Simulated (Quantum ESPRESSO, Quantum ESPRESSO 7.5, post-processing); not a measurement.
# Rh(100), 5 layers against a metal electrode, stepped through the charge of the slab

Aim: how the results for Rh(100), 5 layers against a metal electrode change with the charge of the slab.

Calculated with Quantum ESPRESSO 7.5; plane-wave DFT, PBE, GBRV ultrasoft pseudopotentials.

Report form: the programs' logs are mostly left out.

## Step 1: Starting point

It takes space group Fm-3m (No. 225, cubic). Conventional cell: a = 3.800 Å, b = 3.800 Å, c = 3.800 Å, α = 90.00°, β = 90.00°, γ = 90.00°. Nearest to Rh lie 12 Rh at 2.69 Å.

Set-up: The slab is relaxed neutral, then held. ESM with bc3: vacuum below and a metal electrode about 6 Å above the top atoms. Cold smearing of 0.02 Ry. Charges are set per cell from the starting area. The slabs take the lattice constants of the bulk relaxed by the same program.

Members 2, 3, 4.5, 6, 7 and 8 took the same steps and show in the table alone.

## Step 2: Relaxing cell and ions of the reference

The bulk crystal is relaxed in cell and atoms; the members are built on its lattice constants.

Contents of ref.vc.in:

```
&control
  prefix = 'ref.vc'
  outdir = './out'
  pseudo_dir = './pseudo'
  nstep = 40
  forc_conv_thr = 0.0003
  calculation = 'vc-relax'
/
&system
  ibrav = 0
  nat = 1
  ntyp = 1
  ecutwfc = 50
  ecutrho = 250
  occupations = 'smearing'
  smearing = 'mv'
  degauss = 0.02
/
&electrons
  conv_thr = 1e-09
  mixing_beta = 0.4
  electron_maxstep = 120
/
&ions
/
&cell
  press_conv_thr = 0.3
/
ATOMIC_SPECIES
  Rh  102.9055  rh_pbe_v1.4.uspp.F.UPF
CELL_PARAMETERS angstrom
  0.00000000000000 1.90000000000000 1.90000000000000
  1.90000000000000 0.00000000000000 1.90000000000000
  1.90000000000000 1.90000000000000 0.00000000000000
ATOMIC_POSITIONS crystal
  Rh  0.000000000000 0.000000000000 0.000000000000
K_POINTS automatic
  18 18 18 0 0 0
```

Started as:

```bash
$ OMP_NUM_THREADS=1 mpirun -n 4 pw.x -nk 4 -in ref.vc.in > ref.vc.out
```

Elapsed: 20 s, on 4 MPI ranks of Arm Neoverse V1, shared host; peak memory 0.23 GiB; 81 s of CPU time.

The steps of the relaxation:

```csv
step,energy less that of the first step (eV),largest force (eV/Å),volume (Å³)
1,0.0000,0.0000,13.72
2,-0.0062,0.0000,14.21
3,-0.0074,0.0000,14.08
4,-0.0074,0.0000,14.07
5,-0.0075,0.0000,14.07
```

```csv
"conventional cell, symmetrised",before,after,change
a (Å),3.800,3.832,+0.8 %
b (Å),3.800,3.832,+0.8 %
c (Å),3.800,3.832,+0.8 %
volume (Å³/atom),13.72,14.07,+2.6 %
```

Final coordinates:

```cif
data_structure
_symmetry_space_group_name_H-M 'P 1'
_symmetry_Int_Tables_number 1
_cell_length_a 2.7097
_cell_length_b 2.7097
_cell_length_c 2.7097
_cell_angle_alpha 60.000
_cell_angle_beta 60.000
_cell_angle_gamma 60.000
_cell_volume 14.07
loop_
_atom_site_label
_atom_site_type_symbol
_atom_site_fract_x
_atom_site_fract_y
_atom_site_fract_z
_atom_site_occupancy
Rh1 Rh 0.00000 0.00000 0.00000 1
```

 The last row is no step: it is a fresh SCF in the final cell with a new plane-wave basis, -0 meV from the row before.

Read from the output:

| Quantity | Value |
| --- | --- |
| free energy | -2329.3224 eV |
| Fermi energy | 20.75 eV |

## Step 3: Relaxation with pw.x of the reference

What the set-up leaves free in this member is relaxed.

System of this step: Rh(100), 5 layers. The cell holds 5 atoms: 5 Rh. Its edges and angles: a = 2.710 Å, b = 2.710 Å, c = 22.791 Å, α = 90.0°, β = 90.0°, γ = 90.0°. It derives from Rh. Vacuum lies along c.

Contents of ref.relax.in:

```
&control
  prefix = 'ref.relax'
  outdir = './out'
  pseudo_dir = './pseudo'
  nstep = 40
  forc_conv_thr = 0.001
  calculation = 'relax'
/
&system
  ibrav = 0
  nat = 5
  ntyp = 1
  ecutwfc = 40
  ecutrho = 200
  occupations = 'smearing'
  smearing = 'mv'
  degauss = 0.02
/
&electrons
  conv_thr = 1e-08
  mixing_beta = 0.4
  electron_maxstep = 120
  mixing_mode = 'local-TF'
/
&ions
/
ATOMIC_SPECIES
  Rh  102.9055  rh_pbe_v1.4.uspp.F.UPF
CELL_PARAMETERS angstrom
  2.70966510572117 0.00000000000000 0.00000000000000
  0.00000000000000 2.70966510572117 0.00000000000000
  0.00000000000000 0.00000000000000 22.79058426557895
ATOMIC_POSITIONS crystal
  Rh  0.000000000000 0.000000000000 0.331858407080
  Rh  0.500000000000 0.500000000000 0.415929203540
  Rh  0.000000000000 0.000000000000 0.500000000000 0 0 0
  Rh  0.500000000000 0.500000000000 0.584070796460
  Rh  0.000000000000 0.000000000000 0.668141592920
K_POINTS automatic
  12 12 1 0 0 0
```

Started as:

```bash
$ OMP_NUM_THREADS=1 mpirun -n 4 pw.x -nk 4 -in ref.relax.in > ref.relax.out
```

Elapsed: 7 min, on 4 MPI ranks; peak memory 0.65 GiB.

Step by step:

```csv
step,energy less that of the first step (eV),largest force (eV/Å)
1,0.0000,0.6348
2,-0.0281,0.4818
3,-0.0461,0.3065
4,-0.0537,0.1395
5,-0.0546,0.1216
6,-0.0555,0.1079
7,-0.0566,0.0917
8,-0.0579,0.0675
9,-0.0591,0.0302
10,-0.0594,0.0010
```

The atoms that moved most (Å):

```csv
atom,dx,dy,dz,length
Rh1,0.000,0.000,0.077,0.077
Rh5,0.000,0.000,-0.077,0.077
Rh4,0.000,0.000,0.012,0.012
Rh2,0.000,0.000,-0.012,0.012
```

The relaxation lowers the energy by 12 meV an atom. On the free atoms the largest force ends at 0.001 eV/Å.

This step gave:

```
free energy  : -11644.3271 eV
Fermi energy : 5.787 eV
```

## Step 4: SCF with pw.x, 0 ×10¹³ e/cm²

A run under open boundaries on these atoms gives the vacuum levels.

Contents of m2.esm.in:

```
&control
  prefix = 'm2.esm'
  outdir = './out'
  pseudo_dir = './pseudo'
  calculation = 'scf'
  tprnfor = .true.
/
&system
  ibrav = 0
  nat = 5
  ntyp = 1
  ecutwfc = 40
  ecutrho = 200
  occupations = 'smearing'
  smearing = 'mv'
  degauss = 0.02
  assume_isolated = 'esm'
  esm_bc = 'bc3'
  tot_charge = 0.0
/
&electrons
  conv_thr = 1e-08
  mixing_beta = 0.25
  electron_maxstep = 160
  mixing_mode = 'local-TF'
  mixing_ndim = 12
/
ATOMIC_SPECIES
  Rh  102.9055  rh_pbe_v1.4.uspp.F.UPF
CELL_PARAMETERS angstrom
  2.70966510572117 0.00000000000000 0.00000000000000
  0.00000000000000 2.70966510572117 0.00000000000000
  0.00000000000000 0.00000000000000 22.79058426557895
ATOMIC_POSITIONS crystal
  Rh  0.000000000000 0.000000000000 -0.098965880259
  Rh  0.500000000000 0.500000000000 -0.018771954659
  Rh  0.000000000000 0.000000000000 0.065816654041
  Rh  0.500000000000 0.500000000000 0.150405262741
  Rh  0.000000000000 0.000000000000 0.230599188341
K_POINTS automatic
  12 12 1 0 0 0
```

Started as:

```bash
$ OMP_NUM_THREADS=1 mpirun -n 4 pw.x -nk 4 -in m2.esm.in > m2.esm.out
```

Elapsed: 2.2 min, on 4 MPI ranks; peak memory 0.5 GiB; 9 min of CPU time.

This step gave:

| Quantity | Value |
| --- | --- |
| Fermi energy | -5.103 eV |
| vacuum line at the lower end of the cell, over the Fermi level | 5.107 eV |
| slope of the potential above | 1.12e-4 eV/Å |
| vacuum line at the upper end of the cell, over the Fermi level | 5.103 eV |

Electrostatic potential energy of an electron; zero at the Fermi level. Potential energy, planar mean against z:

z (Å), potential energy, planar mean (eV) and a bar from the least value:
```
    -11.0        5.1 ##############################
    -10.5        5.1 ##############################
    -10.0        5.1 ##############################
     -9.5        5.1 ##############################
     -9.0        5.1 ##############################
     -8.5        5.1 ##############################
     -8.0        5.1 ##############################
     -7.5        5.1 ##############################
     -7.0        5.1 ##############################
     -6.5        5.1 ##############################
     -6.0        5.1 ##############################
     -5.5        5.1 ##############################
     -5.0        5.1 ##############################
     -4.5        5.0 ##############################
     -4.0        4.6 #############################
     -3.5        3.1 ###########################
     -3.0       -3.2 ##################
     -2.5      -13.5 ###
     -2.0      -13.4 ###
     -1.5       -5.0 ###############
     -1.0       -8.3 ##########
     -0.5      -15.5 
      0.0      -10.9 #######
      0.5       -3.0 ##################
      1.0       -9.3 #########
      1.5      -15.5 
      2.0       -9.4 #########
      2.5       -2.9 ##################
      3.0      -10.9 #######
      3.5      -15.5 
      4.0       -8.3 ###########
      4.5       -5.1 ###############
      5.0      -13.6 ###
      5.5      -13.4 ###
      6.0       -3.2 ##################
      6.5        3.0 ###########################
      7.0        4.5 #############################
      7.5        5.0 ##############################
      8.0        5.1 ##############################
      8.5        5.1 ##############################
      9.0        5.1 ##############################
      9.5        5.1 ##############################
     10.0        5.1 ##############################
     10.5        5.1 ##############################
     11.0        5.1 ##############################
```

Inside the slab this potential holds the local part of the pseudopotentials, which can be repulsive at the nuclei; only its value in the vacuum has a meaning of its own.

## Step 5: Ground state, 1 ×10¹³ e/cm²

m3.esm.in is the input of step 4 with these lines changed:

```diff
@@ -1,3 +1,3 @@
 &control
-  prefix = 'm2.esm'
+  prefix = 'm3.esm'
   outdir = './out'
@@ -18,3 +18,3 @@
   esm_bc = 'bc3'
-  tot_charge = 0.0
+  tot_charge = 0.00722
 /
@@ -26,2 +26,3 @@
   mixing_ndim = 12
+  startingpot = 'file'
 /
```

Started as:

```bash
$ cp -r out/m2.esm.save out/m3.esm.save
$ OMP_NUM_THREADS=1 mpirun -n 4 pw.x -nk 4 -in m3.esm.in > m3.esm.out
```

Elapsed: 2 min, on 4 MPI ranks; peak memory 0.47 GiB.

Read from the output:

```
Fermi energy                                                   : -5.902 eV
vacuum line at the lower end of the cell, over the Fermi level : 5.105 eV
slope of the potential above                                   : 0.1783 eV/Å
vacuum line at the upper end of the cell, over the Fermi level : 5.902 eV
```

Inside the slab this potential holds the local part of the pseudopotentials, which can be repulsive at the nuclei; only its value in the vacuum has a meaning of its own.

## Step 6: Self-consistent run, -1.5 ×10¹³ e/cm²

m1.esm.in is the input of step 5 with these lines changed:

```diff
@@ -1,3 +1,3 @@
 &control
-  prefix = 'm3.esm'
+  prefix = 'm1.esm'
   outdir = './out'
@@ -18,3 +18,3 @@
   esm_bc = 'bc3'
-  tot_charge = 0.00722
+  tot_charge = -0.01083
 /
```

Started as:

```bash
$ cp -r out/m2.esm.save out/m1.esm.save
$ OMP_NUM_THREADS=1 mpirun -n 4 pw.x -nk 4 -in m1.esm.in > m1.esm.out
```

Wall time 2.3 min (4 MPI ranks); peak memory 0.57 GiB; 9.2 min of CPU time.

Numbers from this step:

- Fermi energy: -3.918 eV
- vacuum line at the lower end of the cell, over the Fermi level: 5.104 eV
- slope of the potential above: -0.2672 eV/Å
- vacuum line at the upper end of the cell, over the Fermi level: 3.918 eV

Inside the slab this potential holds the local part of the pseudopotentials, which can be repulsive at the nuclei; only its value in the vacuum has a meaning of its own.

## Step 7: SCF with pw.x, -3 ×10¹³ e/cm²

m0.esm.in is the input of step 6 with these lines changed:

```diff
@@ -1,3 +1,3 @@
 &control
-  prefix = 'm1.esm'
+  prefix = 'm0.esm'
   outdir = './out'
@@ -18,3 +18,3 @@
   esm_bc = 'bc3'
-  tot_charge = -0.01083
+  tot_charge = -0.02166
 /
```

Started as:

```bash
$ cp -r out/m1.esm.save out/m0.esm.save
$ OMP_NUM_THREADS=1 mpirun -n 4 pw.x -nk 4 -in m0.esm.in > m0.esm.out
```

Elapsed: 2.6 min, on 4 MPI ranks; peak memory 0.65 GiB; 11 min of CPU time.

This step gave:

- Fermi energy: -2.751 eV
- vacuum line at the lower end of the cell, over the Fermi level: 5.096 eV
- slope of the potential above: -0.5344 eV/Å
- vacuum line at the upper end of the cell, over the Fermi level: 2.751 eV

Inside the slab this potential holds the local part of the pseudopotentials, which can be repulsive at the nuclei; only its value in the vacuum has a meaning of its own.

## Step 8: The series side by side

The series in one table:

```csv
the charge of the slab (positive: electrons removed),electrode's level over the Fermi level (eV),far face's level over the Fermi level (eV),field in the gap (eV/Å)
-3 ×10¹³ e/cm²,2.751,5.096,-0.5344
-1.5 ×10¹³ e/cm²,3.918,5.104,-0.2672
0 ×10¹³ e/cm²,5.103,5.107,0.0001118
1 ×10¹³ e/cm²,5.902,5.105,0.1783
2 ×10¹³ e/cm²,6.707,5.103,0.3565
3 ×10¹³ e/cm²,7.516,5.1,0.5347
4.5 ×10¹³ e/cm²,8.741,5.106,0.8021
6 ×10¹³ e/cm²,9.976,5.107,1.069
7 ×10¹³ e/cm²,10.8,5.108,1.248
8 ×10¹³ e/cm²,11.64,5.1,1.426
```

## Step 9: Worked from the printed numbers

Last interval: C = Δσ/ΔV = 0.00098 e/Å² / 0.832 V × 1602 = 1.89 µF/cm².

## Step 10: Summary of results

```yaml
mean_capacitance_at_positive_charge: 1.93 μF/cm²
effective_gap_eps_0_c: 4.59 Å
top_atoms_to_electrode: 6.14 Å
```

In words: The series holds 10 members; mean capacitance at positive charge: 1.93 μF/cm²; effective gap ε₀/C: 4.59 Å; top atoms to electrode: 6.14 Å (PBE, GBRV ultrasoft). Interval by interval C lies between 1.89 and 2.03 µF/cm². The far face's level moves by 0.01 eV over the series: the slab screens like a metal, and averaged over the positive charges the image plane lies 1.55 Å above the top atoms. The labels count charge on the starting cell; on the relaxed cell the densities are 0.983 times as large. Vacuum fills the gap; ions don't answer the charge; added electrons can spill towards the electrode at the most negative charges.

[Logs are printed without paths, hosts, clocks, repeated set-up lines and the standing remarks that a program may print on its own settings, such as how far it seeks lower states.]

[Hosts, paths, dates, database ids (printed as entryN), source tags and the programs' standing remarks are cut or masked in the printed files.]

[Maps of the electrostatic potential energy from Ansatz leave out the sawtooth potential of an applied field or a dipole correction, so their vacuum need not be flat; planar profiles and work functions include it.]
